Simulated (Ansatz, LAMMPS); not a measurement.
# Amorphous Si0.625Ge0.375 (72 atoms), relaxed: functionals compared

Which bonds does the relaxation leave, and how do the Kohn-Sham gap, forces and pressure change with functional?

Calculated with Ansatz 0.2.0: Kohn-Sham DFT, PBE, PAW (set soft_2), plane waves; cutoff 420 eV, Γ point, fermi-dirac smearing of 0.025 eV.

In doubt: a hybrid run on one k-point (Ansatz), which bears on gaps.

**The cell**

Density at the start: 3.43 g/cm³. The cell holds 72 atoms: 45 Si and 27 Ge. Its edges and angles: a = 11.601 Å, b = 11.601 Å, c = 11.601 Å, α = 90.0°, β = 90.0°, γ = 90.0°. 72 atoms (45 Si, 27 Ge) placed at random at 3.43 g/cm³, melted at 3500 K for 10 ps at fixed volume with the Tersoff potential (Tersoff, Phys. Rev. B 39, 5566 (1989)). Quenched from 3500 K to 300 K at 20 K/ps and fixed volume, annealed at 800 K for 20 ps, held 5 ps, then minimised at fixed cell.

Cell and atoms were relaxed with PBE. The walk converged after 6 steps by the program's count, with a largest force component of 0.0384 eV/Å; it began at an r.m.s. force component of 0.25 eV/Å. The edges went from 11.601, 11.601, 11.601 to 11.928, 11.576, 11.480 Å, and the volume from 21.684 to 21.992 Å³ an atom (+1.4 %).

The input of the reference single point:

```yaml
crystal:
  lattice:
    - [11.928, 0.0832, -0.03467]
    - [0.0832, 11.57291, -0.26062]
    - [-0.03467, -0.26062, 11.47715]
  atoms:
    - { symbol: Si, position: [0.21579, 0.55733, 0.12468] }
    - { symbol: Si, position: [0.33428, 0.17292, 0.33085] }
    - { symbol: Si, position: [0.79783, 0.05209, 0.57326] }
    - { symbol: Si, position: [0.59483, 0.89456, 0.27643] }
    [... 66 atom lines left out ...]
    - { symbol: Ge, position: [0.35918, 0.85679, 0.824] }
    - { symbol: Ge, position: [0.86698, 0.44422, 0.46126] }
kpoints:
  mp_grid: { grid: [1, 1, 1] }
hamiltonian:
  xc: pbe
scf:
  occupations: { method: fermi_dirac, width: 0.025 }
output:
  forces: true
  stress: true
  populations: true
  dos:
    method: { smearing: { sigma: 0.08 } }
    de: 0.05
    projected: { site_lists: { Ge: [Ge], Si: [Si] } }
  eigenvalues: true
  write_density: true
  write_potential: true
  volumetric_format: npy
```

**Bonds after relaxation**

Bonds by pair of elements; cutoffs follow the first minimum of g(r), held within bounds set by covalent radii, and pairs that aren't listed don't count as bonded:

```tsv
pair A-B	cutoff (Å)	bonds	mean length (Å)	spread (Å)	shortest (Å)	B about A	A about B
Si-Si	2.88	54	2.40	0.055	2.29	2.4	2.4
Si-Ge	3.08	77	2.48	0.123	2.35	1.71	2.85
Ge-Ge	2.83	18	2.50	0.048	2.43	1.33	1.33
```

How many atoms have how many bonded neighbours:

```tsv
element	mean	4	5	6
Ge	4.18	23	3	1
Si	4.11	40	5	0
```

**Levels of theory**

Single points at the relaxed geometry:

```
functional  k-mesh  Kohn-Sham gap (eV)  pressure (GPa)  r.m.s. force component (eV/Å)  SCF cycles     time
       PBE   1×1×1               0.357            0.01                          0.009          11     26 s
     HSE06   1×1×1               0.603           -1.95                          0.068          33  7.6 min
    r2SCAN   1×1×1               0.389           -1.79                          0.072          10     67 s
    PBEsol   1×1×1               0.346           -2.19                          0.031          11     24 s
```

The gap is that between the highest filled and lowest empty Kohn-Sham level on the run's k-points. Cutoffs: 420 eV for PBE, HSE06 and PBEsol; 500 eV for r2SCAN. Times come from shared hosts and are rough.

**Findings**

By these cutoffs 85 % of Ge atoms have 4 and 89 % of Si atoms have 4 neighbours. The Kohn-Sham gap is 0.36 eV with PBE on the 1×1×1 mesh. On the 1×1×1 mesh HSE06 changes the gap by +0.25 eV against PBE. On the reference's mesh the gap changes with r2SCAN by +0.03 eV and PBEsol by -0.01 eV. Against the reference the pressure changes with HSE06 by -2.0 GPa, r2SCAN by -1.8 GPa and PBEsol by -2.2 GPa; a negative change means a smaller volume than PBE would take.

Limits: All single points share the geometry relaxed with PBE. One sample; tail or defect levels can set the gap of a disordered cell. The quench rate of 20 K/ps is many orders above laboratory rates, so the cell is likely richer in defects and strain than a real sample. The network of bonds at the start is that of the classical potential that made the cell, and needn't be the one that DFT or experiment would give. In some runs the program notes that the gap may close elsewhere in the zone, the exchange threshold is loose for the stress and the SCF threshold is loose for the stress. Spin–orbit coupling is left out; it splits the top valence bands of compounds with Ge, As, Se, Sb or Te and narrows their gaps.

[Logs are printed without paths, hosts, clocks, repeated set-up lines and the standing remarks that a program may print on its own settings, such as how far it seeks lower states.]

[Hosts, paths, dates, database ids (printed as entryN), source tags and the programs' standing remarks are cut or masked in the printed files.]
